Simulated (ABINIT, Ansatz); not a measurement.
Entries from a set of simulations; values are calculated unless marked as measured.

```
Quasiparticle gap of K2NaYF6 (Fm-3m) in ABINIT
1.0
     0.00000    4.45829    4.45829
     4.45829    0.00000    4.45829
     4.45829    4.45829    0.00000
K Na Y F
2 1 1 6
Direct
  0.75000 0.75000 0.75000
  0.25000 0.25000 0.25000
  0.50000 0.50000 0.50000
  0.00000 0.00000 0.00000
  0.75560 0.24440 0.24440
  0.24440 0.24440 0.75560
  0.24440 0.75560 0.75560
  0.24440 0.75560 0.24440
  0.75560 0.24440 0.75560
  0.75560 0.75560 0.24440
# method: RPA screening on PBEsol, plane waves, norm-conserving pseudopotentials (and 2 further levels or steps)
# program: ABINIT 10.8.3
# settings: cutoff 38 Ha, PseudoDojo scalar-relativistic 0.4.1 standard, norm-conserving, ngkpt (2, 2, 2), nband 506, ecuteps 8 Ha, inclvkb 2, shiftk (0, 0, 0), symchi 1, awtr 1, frequency ppm, 2×2×2 k-mesh
# notes: The program’s warnings: nproc spkpt=  >= nkpt= * nsppol=. The cell and positions are those that the Materials Project relaxed with its own functionals (PBE, PBE+U or r2SCAN), kept fixed. Limits: no spin-orbit coupling. The 2×2×2 mesh is coarse for this cell, which bears on the long-range parts of exchange and screening.
# PBEsol gap: 6.16 eV, direct
# G0W0 gap on the mesh: 9.58 eV
# GW settings: 2×2×2 mesh, 506 bands, screening to 217.7 eV, Godby-Needs plasmon pole
# known limits: short of the basis limit; no spin-orbit coupling; coarse k mesh
```

[Long decimals in the printed logs are rounded to 6 places.]

[Logs are printed without paths, hosts, clocks, repeated set-up lines and the standing remarks that a program may print on its own settings, such as how far it seeks lower states.]

[Paths, hosts, dates, memory and timing lines, banners, echoed tables and standing remarks are left out of the program output; an Ansatz launch command may be rebuilt from the run's recorded settings. Measured values are a selection of at most five: reports struck by readers or far from the other reports are left out. None is set beside runs whose start may be inverted or whose files or cutoffs have a known fault.]

[Runs of the session that timed out or met a known fault of the program may be left out.]

[Hosts, paths, dates, database ids (printed as entryN), source tags and the programs' standing remarks are cut or masked in the printed files.]

[G0W0 gaps are taken among the corrected bands and points alone; a level outside them can change the order at an edge.]

[Where Ansatz stands beside ABINIT at settings called matched, ABINIT's density can come from a denser mesh and the files from another edition; pairs whose starting gaps differed by over 0.03 eV were left out, so agreement reads better than it is.]
